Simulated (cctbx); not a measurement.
# Diagnosing a refinement

Cell a = 6.7400 Å, b = 4.3180 Å, c = 7.2910 Å, α = 90.00°, β = 90.00°, γ = 90.00°; space group Pnma (no. 62). The compound is DyPdRh.

The data are simulated with cctbx, not measured: Mo Kα, λ = 0.71073 Å, to d = 0.75 Å, 80 % of the full sphere, strongest reflection 40000 counts, noise from counting, a 3 % proportional error and a noise floor of 2 counts (s.d.); no absorption, and some extinction, which the refinements don't model.

An anisotropic refinement with weights 1/σ² prints:

```text
Rint 0.027, 299 unique reflections to 0.75 A
cycle     R1     wR2    GooF  max shift (A)
   1  0.6695  0.9207  40.371   0.01891
   3  0.3266  0.5989  26.264   0.00003
final R1 0.3267 wR2 0.5989 GooF 26.264  parameters 18  data/parameter 16.6
atom        x        y        z      Ueq    occ   su(xyz)  su(Uiso or U11)
Pd1    0.01771  0.75000  0.69924  -0.0387  1.000  0.00084  0.0031  NPD
Dy1    0.71070  0.25000  0.59589  -0.0035  1.000  0.00124  0.0042  NPD
Rh1    0.68160  0.75000  0.42670  -0.0191  1.000  0.00161  0.0046  NPD
difference map: max 213.17 min -35.58 rms 17.63
Q1    0.0148  0.7500  0.6987    4  218.91  0.02 A from Pd1
Q2    0.1900  0.7500  0.0741    4  120.97  0.06 A from Rh1
Q3    0.2126  0.2500  0.9146    4   92.20  0.08 A from Dy1
Q4    0.0099  0.2500  0.8188    4   16.36  1.49 A from Dy1
Q5    0.1953  0.7500  0.2787    4   13.47  1.11 A from Dy1
Q6    0.1858  0.2500  0.7015    4   12.96  1.29 A from Rh1
```

**Question.** Can this result stand? If not, what is the likely fault?

Mend it. The fault: elements exchanged: Dy1 is Pd and Pd1 is Dy. Against the right model at the same level, R1 goes from 0.0101 to 0.3267 and GooF from 1.00 to 26.26, U of Rh1 shrinks from 0.0091 to -0.0191 Å², U of Pd1 shrinks from 0.0060 to -0.0387 Å², the top difference peak, 218.9 e/Å³, lies on Pd1 and Pd1, Dy1 and Rh1 go non-positive-definite. Dy1 has 20 electrons too many, yet its U moves the other way: dispersion, the scale or a false minimum can outweigh the electron count; Pd1 has 20 electrons too few and its U shrinks to make up, as expected.

The compound is DyPdRh. The right model at the same level gives:

```text
Rint 0.027, 299 unique reflections to 0.75 A
cycle     R1     wR2    GooF  max shift (A)
   1  0.0101  0.0228   1.002   0.00004
   2  0.0101  0.0227   0.996   0.00000
final R1 0.0101 wR2 0.0227 GooF 0.996  parameters 18  data/parameter 16.6
atom        x        y        z      Ueq    occ   su(xyz)  su(Uiso or U11)
Dy1    0.01749  0.75000  0.69880   0.0060  1.000  0.00003  0.0001
Pd1    0.71114  0.25000  0.59348   0.0070  1.000  0.00004  0.0001
Rh1    0.68367  0.75000  0.42793   0.0091  1.000  0.00005  0.0001
difference map: max 0.59 min -0.75 rms 0.19
Q1    0.1774  0.0098  0.2140    8    0.64  1.53 A from Rh1
Q2    0.0000  0.0000  0.0000    4    0.57  1.72 A from Rh1
Q3    0.1082  0.7500  0.6278    4    0.56  0.80 A from Dy1
Q4    0.1649  0.0854  0.3850    8    0.52  1.55 A from Dy1
Q5    0.0050  0.0581  0.1490    8    0.52  1.39 A from Dy1
Q6    0.1924  0.5887  0.9302    8    0.51  1.25 A from Rh1
```

Isotropic U is held between 0.0001 and 1 Å² by the program, and listed peak heights are interpolated, so they can pass the grid's maximum.

This is a model crystal, built by substitution and not relaxed, with assumed displacement parameters.

[Middle refinement cycles are left out of these outputs.]

[Logs are printed without paths, hosts, clocks, repeated set-up lines and the standing remarks that a program may print on its own settings, such as how far it seeks lower states.]
